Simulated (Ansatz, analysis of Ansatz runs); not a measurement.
# Moving an added electron between Mn sites in NaMnF4 (P2_1/c), part 2 of 2

Aim: the energy barrier that a trapped electron meets when it moves from one Mn atom to another one nearby in NaMnF4 (P2_1/c). The model is a cell of 48 host atoms.

Ansatz 0.2.0; plane-wave PAW DFT, PBEsol+U; relaxation of all atoms of a supercell at fixed charge in a uniform background.

So far. Step 2 (The cell without the carrier): The largest displacement from an ideal site is 0.008 Å. Step 3 (The electron on the first site): The largest changes of the moments are 0.85 μB on Mn11, 0.03 μB on F29 and 0.03 μB on F23. The largest part sits on the chosen site.

## 4. The electron on the second site

The same start is made on the second site, to get the end of the hop.

Input file B.relax/input.yaml:

```yaml
crystal:
  lattice:
    - [-7.6494262, 4.91336329, 5.483466]
    - [3.92179735, -4.91336591, 5.54236043]
    - [7.64942415, 4.91336352, -5.48346905]
  atoms:
    - { symbol: Na, position: [0.25005, 0.250678, 0.499976] }
    - { symbol: Na, position: [0.249997, 0.750728, -6.0e-05] }
[... 18 atom lines left out ...]
    - { symbol: F, position: [0.021134, 0.027599, 0.671747] }
[... 7 atom lines left out ...]
    - { symbol: F, position: [0.480481, 0.460241, 0.323423] }
[... 3 atom lines left out ...]
    - { symbol: F, position: [0.447698, 0.267234, 0.054176] }
[... 3 atom lines left out ...]
    - { symbol: F, position: [0.303462, 0.496858, 0.940977] }
[... 3 atom lines left out ...]
    - { symbol: F, position: [0.055489, 0.232767, 0.958087] }
[... 3 atom lines left out ...]
    - { symbol: F, position: [0.212342, 0.017267, 0.068787] }
[... 2 atom lines left out ...]
    - { symbol: F, position: [0.712374, 0.517147, 0.068812] }
total_charge: -1
basis:
  ecutwfc: 420
  xc_grid: 2
hamiltonian:
  xc: pbesol
  hubbard: { sites: [{ species: Mn, l: d, u_eff: 4.5 }] }
kpoints:
  mp_grid: { grid: [1, 1, 1] }
magnetization:
  spin_polarized: true
  initial_magnetization: 1
  spin_locking: { lock_magnetization: hard }
scf:
  occupations: { method: fermi_dirac, width: 0.01 }
  max_iter: 120
  lower_state_search: "off"
output:
  forces: true
relax:
  f_tol: 0.015
  max_steps: 70
  escape_saddle: false
checkpoint:
  write: "../B.relax.run"
  compress: false
  write_wavefunctions: true
  write_every: 100000
```

Launch:

```sh
> ansatz run input.yaml --threads 4 --pin off --max-ram 9420MiB --backend cpu --events-out ev --progress --plain --runs-dir out
```

Numbers of over 12 decimals in the logs are rounded to 6 here.

What it wrote:

```text
[...]
Crystal: 48 atoms, lattice volume = 627.937 Å³
Basis set: ecut = 420 eV, 12253 PW (Γ), exchange–correlation on 144×120×144 points (8 copies of the dense FFT grid, shifted against one another)
Bands: 257, of which v1, the nominal top of the filled ones, is band 209 counted from 1 (208 counted from 0)
Symmetry: 1 space group operations
[...]
k-points: 1
[...]
Starting moments: Σ|m| = 33 μB on 8 of 48 sites
[...]
SCF iter   1: F=—  HF=-68496.015760 eV  |F-HF|=—  |Δ(HF+E_count)|=         —  Δρ=2.85e-1 (↑2.64e-1 ↓2.85e-1)  dr2=1.61e3  dr2_m=6.92e1  M=1.000 μB ∫|m|=16.083 μB  β_m=0.30  ethr=3.10e-3  ⟨swp⟩=5.0  Hψ=1793  notcnv=0  defer=24
[...]
F+E_penalty+E_count = -68386.57815506 eV   max|allowed force component| = 1.085e-2 eV/Å
  atoms:
    - { symbol: Na, position: [0.247543, 0.251393, 0.505789] }
    - { symbol: Na, position: [0.242397, 0.747785, -0.005360] }
[...]
- { symbol: Na, position: [0.246248, -0.002658, 0.748261] }
    - { symbol: Na, position: [0.247364, 0.496517, 0.247934] }
[...]
- { symbol: Mn, position: [6.993987639358767e-5, 0.250704, 0.749971] }
    [... 1 atom left out ...]
    - { symbol: Mn, position: [0.500071, 0.250705, 0.249972] }
[...]
- { symbol: F, position: [0.017721, 0.018193, 0.667433] }
[...]
- { symbol: F, position: [0.481856, 0.461136, 0.325366] }
[...]
- { symbol: F, position: [0.446987, 0.267024, 0.054080] }
    [... 3 atoms left out ...]
    - { symbol: F, position: [0.295826, 0.492024, 0.938221] }
    [... 3 atoms left out ...]
    - { symbol: F, position: [0.049849, 0.229681, 0.964332] }
    [... 3 atoms left out ...]
    - { symbol: F, position: [0.216311, 0.018501, 0.075370] }
    [... 3 atoms left out ...]
[key lines of the parts left out:]
SCF converged after 8 iterations
Magnetization: 1.0000 μB (209.0000 up, 208.0000 down)
Free energy (F): -68386.578155 eV
Fermi energy:    4.461399 (↑ 4.461399, ↓ 3.685035) eV
```

Wall time 62 s (4 threads of Arm Neoverse V1, shared host); peak memory 1.3 GiB.

Distances from Mn9 without and with the electron:

```tsv
atom	without (Å)	with (Å)
F31	1.83	2.01
F21	1.83	2.01
F41	1.88	2.09
F35	1.88	2.09
F47	2.21	2.27
F37	2.21	2.27
```

The largest changes of the moments are 0.85 μB on Mn9, 0.03 μB on F21 and 0.03 μB on F31. The largest part sits on the chosen site.

## 5. Points on the line between the two structures

All atoms move on the straight line between the two relaxed structures, 3.66 amu^1/2 Å long in mass-weighted terms. Each point starts from the state of the point before, once from either end, so that both localised states can be followed; the midpoint is also started with the carrier shared.

Input file A.x0500/input.yaml:

```yaml
crystal:
  lattice:
    - [-7.6494262, 4.91336329, 5.483466]
    - [3.92179735, -4.91336591, 5.54236043]
    - [7.64942415, 4.91336352, -5.48346905]
  atoms:
    - { symbol: Na, position: [0.250065, 0.2507, 0.49997] }
    - { symbol: Na, position: [0.250065, 0.750704, -3.0e-05] }
[... 18 atom lines left out ...]
    - { symbol: F, position: [0.018004, 0.029236, 0.671004] }
[... 7 atom lines left out ...]
    - { symbol: F, position: [0.482148, 0.47218, 0.328961] }
[... 3 atom lines left out ...]
    - { symbol: F, position: [0.448618, 0.269379, 0.044841] }
[... 3 atom lines left out ...]
    - { symbol: F, position: [0.289823, 0.48747, 0.93139] }
[... 3 atom lines left out ...]
    - { symbol: F, position: [0.051507, 0.232034, 0.955101] }
[... 3 atom lines left out ...]
    - { symbol: F, position: [0.210316, 0.013946, 0.068557] }
[... 2 atom lines left out ...]
    - { symbol: F, position: [0.713778, 0.517545, 0.064962] }
total_charge: -1
basis:
  ecutwfc: 420
  xc_grid: 2
hamiltonian:
  xc: pbesol
  hubbard: { sites: [{ species: Mn, l: d, u_eff: 4.5 }] }
kpoints:
  mp_grid: { grid: [1, 1, 1] }
magnetization:
  spin_polarized: true
  initial_magnetization: 1
  spin_locking: { lock_magnetization: hard }
scf:
  occupations: { method: fermi_dirac, width: 0.01 }
  max_iter: 120
  lower_state_search: "off"
output:
  forces: true
  eigenvalues: true
  eigenstates: { localisation: true }
  write_density: true
  write_potential: true
  volumetric_format: npy
checkpoint:
  read: "../A.x0375.run"
  write: "../A.x0500.run"
  compress: false
  write_wavefunctions: true
  write_every: 100000
```

What it wrote:

```text
[...]
Warning: the atoms were moved onto the symmetric positions of the space group found under crystal.symmetry.tolerance 1.0e-5 (fractional; [...]
Warning: checkpoint.read: the run can stay near the saved state's solution: 44 site(s) moved relative to the saved geometry (max |Δs| = 2.761e-3 fractional); [...]
[...]
Crystal: 48 atoms, lattice volume = 627.937 Å³
Basis set: ecut = 420 eV, 12253 PW (Γ), exchange–correlation on 144×120×144 points (8 copies of the dense FFT grid, shifted against one another)
Bands: 257, of which v1, the nominal top of the filled ones, is band 209 counted from 1 (208 counted from 0)
Symmetry: 2 space group operations
[...]
k-points: 1
[...]
Starting moments: Σ|m| = 33 μB on 8 of 48 sites; this step starts from the density that it was given
[...]
iter 1 solved again at ethr=1.03e-3 eV; its pass at ethr=3.10e-3 eV (dr2=4.28e0 eV) is discarded
[...]
SCF iter  18: F=-68386.439526 eV  HF=-68386.439526 eV  |F-HF|=6.71e-8  |Δ(HF+E_count)|=   2.34e-9  Δρ=3.24e-6 (↑3.24e-6 ↓5.88e-8)  dr2=8.48e-8  dr2_m=1.51e-8  M=1.000 μB ∫|m|=33.840 μB  ethr=2.40e-11  ⟨swp⟩=12.0  Hψ=3394  notcnv=0
SCF 1 converged in 18 iterations: F = -68386.439526 eV  dr2 = 8.48e-8
[...]
SCF converged after 18 iterations
[...]
Magnetization: 1.0000 μB (209.0000 up, 208.0000 down)
Absolute magnetization: 33.9090 μB (∫|ρ↑−ρ↓|, with the PAW one-centre terms)
[...]
Per-site moments (μB) at R_I (Å): [(0.000259489, 0.914679), (0.000106928, 0.927023), (0.000259489, 0.914679), [... 45 left out ...]
Free energy (F): -68386.439526 eV
[...]
Internal energy: -68386.426831 eV  (E = F + TS)
E sigma→0 (E₀):  -68386.433179 eV
Entropy (-TS):   -0.012695 eV (-0.264 meV/atom)
Fermi energy:    4.333436 (↑ 4.333436, ↓ 3.530532) eV
[...]
--- Forces (eV/Å), atoms counted from 1 ---
  atom   1  Na    -0.00001146     0.00002027     0.00004437
  atom   2  Na    -0.00006676    -0.00003338    -0.00006765
  [... 2 atoms left out ...]
  atom   5  Na     0.04097886    -0.00407753     0.00416617
  atom   6  Na    -0.04091874     0.00389036    -0.00418219
  [... 2 atoms left out ...]
  atom   9  Mn     0.00000000     0.00000000     0.00000000
  [... 1 atom left out ...]
  atom  11  Mn     0.00000000     0.00000000     0.00000000
  [... 9 atoms left out ...]
  atom  21  F      0.03604838    -0.02470788    -0.00460712
  [... 7 atoms left out ...]
  atom  29  F     -0.03660095     0.02494889     0.00442950
  [... 3 atoms left out ...]
  atom  33  F      0.00898387    -0.01003584     0.03439677
  [... 3 atoms left out ...]
  atom  37  F     -0.02207772     0.02356400     0.01772352
  [... 3 atoms left out ...]
  atom  41  F     -0.00884996     0.01033687    -0.03454748
  [... 3 atoms left out ...]
  atom  45  F      0.02194974    -0.02333481    -0.01757192
  [... 3 atoms left out ...]
  max |Σ_I F_I| component: 1.73e-17 eV/Å
--- Band table (eV) ---
[...]
Occupation matrices written to <dir>
```

Wall time 19 s (4 threads); peak memory 1.3 GiB; 70 s of CPU time.

Reading the cycles: dr2 is the Hartree energy of the density residual (eV), the measure of convergence; HF is the Harris–Foulkes estimate of the energy, which meets the free energy F at convergence.

From eigenstates.tsv, first k-point; energies on the run's zero. The participation number counts the atoms that a state is spread over, of 48; bands count from 0.

```tsv
spin	band	energy (eV)	occupation	participation	largest share on	share
down	202	1.353	1.00	14.5	F23	0.12
down	203	1.396	1.00	18.7	F18	0.07
down	204	1.984	1.00	18.6	Mn13	0.09
down	205	2.032	1.00	17.3	Mn15	0.10
down	206	2.092	1.00	16.2	Mn13	0.10
down	207	2.192	1.00	16.3	Mn15	0.10
down	208	4.869	0.00	9.3	Mn15	0.16
down	209	4.900	0.00	9.6	Mn15	0.16
down	210	4.919	0.00	9.3	Mn13	0.16
down	211	4.921	0.00	9.6	Mn13	0.16
down	212	6.951	0.00	2.7	Mn12	0.43
up	204	1.904	1.00	7.0	F21	0.16
up	205	1.913	1.00	7.4	F23	0.15
up	206	2.265	1.00	6.8	Mn9	0.25
up	207	2.306	1.00	7.8	Mn11	0.23
up	208	4.326	0.67	5.3	Mn9	0.29
up	209	4.340	0.33	5.3	Mn9	0.29
up	210	4.818	0.00	4.8	Mn12	0.31
up	211	4.829	0.00	4.8	Mn10	0.31
up	212	7.052	0.00	5.4	Mn13	0.22
up	213	7.074	0.00	5.4	Mn15	0.22
up	214	7.085	0.00	5.4	Mn13	0.21
```

Spin density in the ac plane at fractional y = 0.250, through the centre, with atoms of Na and Mn and F within 0.45 Å of it.

Values in e/Å³, 13 rows by 16 columns, each cell a mean:
```
0.0 0.0 0.0 0.0 0.0 0.0 0.0 0.0 0.0 0.0 0.0 0.0 0.0 0.0 0.0 0.0
0.0 0.1 0.0 0.0 0.0 0.0 0.0 0.0 0.0 0.0 0.0 0.0 0.0 0.0 0.0 0.0
2.8 0.7 0.0 0.0 0.0 0.0 0.0 0.0 0.0 0.0 0.0 0.0 0.0 0.0 0.0 0.8
2.9 0.2 0.0 0.0 0.0 0.0 0.0 0.0 0.0 0.0 0.0 0.0 0.0 0.0 0.3 3.1
0.1 0.0 0.0 0.0 0.0 0.0 0.0 0.0 0.0 0.0 0.0 0.0 0.0 0.0 0.2 0.3
0.0 0.0 0.0 0.0 0.0 0.0 0.0 0.0 0.0 0.0 0.0 0.0 0.0 0.0 0.0 0.0
0.0 0.0 0.0 0.0 0.0 0.0 0.0 0.0 0.0 0.0 0.0 0.0 0.0 0.0 0.0 0.0
0.0 0.0 0.0 0.0 0.0 0.0 0.0 0.0 0.0 0.0 0.0 0.0 0.0 0.0 0.0 0.0
0.0 0.0 0.0 0.0 0.0 0.0 0.0 0.1 0.6 0.4 0.0 0.0 0.0 0.0 0.0 0.0
0.0 0.0 0.0 0.0 0.0 0.0 0.1 2.5 4.5 0.6 0.0 0.0 0.0 0.0 0.0 0.0
0.0 0.0 0.0 0.0 0.0 0.0 0.3 1.5 0.7 0.0 0.0 0.0 0.0 0.0 0.0 0.0
0.0 0.0 0.0 0.0 0.0 0.0 0.0 0.0 0.0 0.0 0.0 0.0 0.0 0.0 0.0 0.0
0.0 0.0 0.0 0.0 0.0 0.0 0.0 0.0 0.0 0.0 0.0 0.0 0.0 0.0 0.0 0.0
```
Columns run along a (10.6 Å), rows up along c (10.6 Å). Atoms in or near the plane, at fractional coordinates: Na at (0.25, 0.50), Na at (0.75, 0.00), Mn at (0.00, 0.75), Mn at (0.50, 0.25), F at (0.14, 0.23), F at (0.64, 0.73), F at (0.36, 0.77), F at (0.86, 0.27), F at (0.45, 0.04), F at (0.95, 0.54), F at (0.05, 0.96), F at (0.55, 0.46).

Valence density in the ac plane at fractional y = 0.250, through the centre, with atoms of Na and Mn and F within 0.45 Å of it. It is the smooth field of the valence electrons, not physical close to the nuclei.

Values in e/Å³, 13 rows by 16 columns, each cell a mean:
```
 5  6  0  0  0  0  1  0  0  0  0  6  3  0  0  0
 1  1  0  0  0  0  0  0  0  0  0  0  0  0  0  0
 9  2  0  0  0  2  2  0  0  0  3  2  0  0  0  2
 9  1  0  0  1  5  1  0  0  1  5  1  0  0  1 10
 1  0  0  0  0  0  0  0  0  0  0  0  0  0  0  1
 1  0  0  0  3  1  0  0  0  0  0  0  0  0  2  6
 0  0  0  8 10  0  0  0  3  6  1  0  0  0  4  3
 0  0  0  1  0  0  0  0  4  2  0  0  0  0  0  0
 0  0  1  1  0  0  0  0  2  1  0  0  0  0  1  0
 0  1  5  2  0  0  0  8 15  2  0  0  1  5  2  0
 0  1  2  0  0  0  1  5  2  0  0  0  1  2  0  0
 0  0  0  0  0  0  0  2  1  0  0  0  0  0  0  0
 1  3  1  0  0  0  5  7  1  0  0  4 10  1  0  0
```
Columns run along a (10.6 Å), rows up along c (10.6 Å). Atoms in or near the plane, at fractional coordinates: Na at (0.25, 0.50), Na at (0.75, 0.00), Mn at (0.00, 0.75), Mn at (0.50, 0.25), F at (0.14, 0.23), F at (0.64, 0.73), F at (0.36, 0.77), F at (0.86, 0.27), F at (0.45, 0.04), F at (0.95, 0.54), F at (0.05, 0.96), F at (0.55, 0.46).

Electrostatic potential energy in the ac plane at fractional y = 0.250, through the centre, with atoms of Na and Mn and F within 0.45 Å of it. With pseudopotentials it is smooth inside the atoms' cores, unlike the true potential.

Values in eV, 13 rows by 16 columns, each cell a mean:
```
-27 -28   6  10  10   8  -3   5   9   8   1 -28 -15   6   9   8
 -8  -2   6   9   9   8   8   9   9   8   5   4   8  10  10   6
-38 -20   5   9   8  -9  -8   9  10   8 -12 -12   9  10   6 -16
-35  -3   8  10  -3 -27  -1  10  10  -3 -24   0   9   8  -8 -41
  1   9  10   9   6   5   8   9   9   7   7   9   9   7  -3 -11
  0  10   8   1 -17  -4   7   9   9   5   7  10  10   9  -8 -31
  9   8   3 -32 -36   0   8   9 -12 -32   1  10  10   7 -22 -12
  9   7   2  -8   2   8  10   7 -22  -9   7   9   9   8   8   8
  9   9   4   0   9  10   9   1 -18 -12   5   9   9   6   3   9
 10   2 -29 -12   9   9   0 -34 -43 -15   7   9   3 -27 -11  10
  9   1  -5   8   9   7  -9 -31 -15   5  10  10   0  -8   7  10
  9   8   8   9   9   7   2 -13   1  10   9   7   2   3   7   9
  4 -13   3  10  10   8 -23 -31   5   9   6 -16 -38  -6   7   9
```
Columns run along a (10.6 Å; values clipped at the 3rd and 97th percentile), rows up along c (10.6 Å). Atoms in or near the plane, at fractional coordinates: Na at (0.25, 0.50), Na at (0.75, 0.00), Mn at (0.00, 0.75), Mn at (0.50, 0.25), F at (0.14, 0.23), F at (0.64, 0.73), F at (0.36, 0.77), F at (0.86, 0.27), F at (0.45, 0.04), F at (0.95, 0.54), F at (0.05, 0.96), F at (0.55, 0.46).

Free energies from the first end:

```tsv
started from	fraction	energy (eV)	moment change on Mn11 (μB)	on Mn9 (μB)
first site	0	0.000	0.85	0.00
first site	0.125	0.042	0.80	0.07
first site	0.25	0.096	0.70	0.22
first site	0.375	0.128	0.59	0.35
first site	0.5	0.139	0.48	0.48
first site	0.625	0.128	0.35	0.59
second site	0.875	0.042	0.07	0.80
second site	0.75	0.096	0.22	0.70
second site	0.625	0.128	0.36	0.59
second site	0.5	0.139	0.48	0.48
second site	0.375	0.128	0.59	0.36
shared	0.5	0.139	0.48	0.48
second site	1	0.000	0.00	0.85
```

## 6. Results

```json
{
  "distance of the two sites without the carrier": "4.91 Å"
}
```

The highest point of the line lies 0.14 eV above the first end, but there the electron is shared along a chain of sites and their images, so this is no barrier of a single pair, which may be higher, and the image-charge term need not cancel. The second site lies about half a repeat away: the first meets it and its image at 4.91 and 4.91 Å, so the cell models a chain, and nothing is concluded on the coupling of a single pair. A shorter hop, 3.81 Å to Mn15 (opposite spin), was not computed. No run compares the localised electron with one spread in the band, so its binding is unknown. The magnetic order was assumed and need not be the ground state. The total moment is locked, so a carrier of the other spin direction was not tried. The program's search for lower electronic states was switched off in all runs, so that each state is followed; none is shown to be the lowest at its structure. No image-charge correction is applied; it nearly cancels along the line while the charge stays localised. Keep in mind: sampling at the zone centre alone can move energies of charged and open-shell states by tenths of an eV or more in cells of this size; the images are only 8.4 Å apart; gap and trapping depend on the U chosen (Mn d 4.5 eV).

[Logs are printed without paths, hosts, clocks, repeated set-up lines and the standing remarks that a program may print on its own settings, such as how far it seeks lower states.]

[Hosts, paths, dates, database ids (printed as entryN), source tags and the programs' standing remarks are cut or masked in the printed files.]
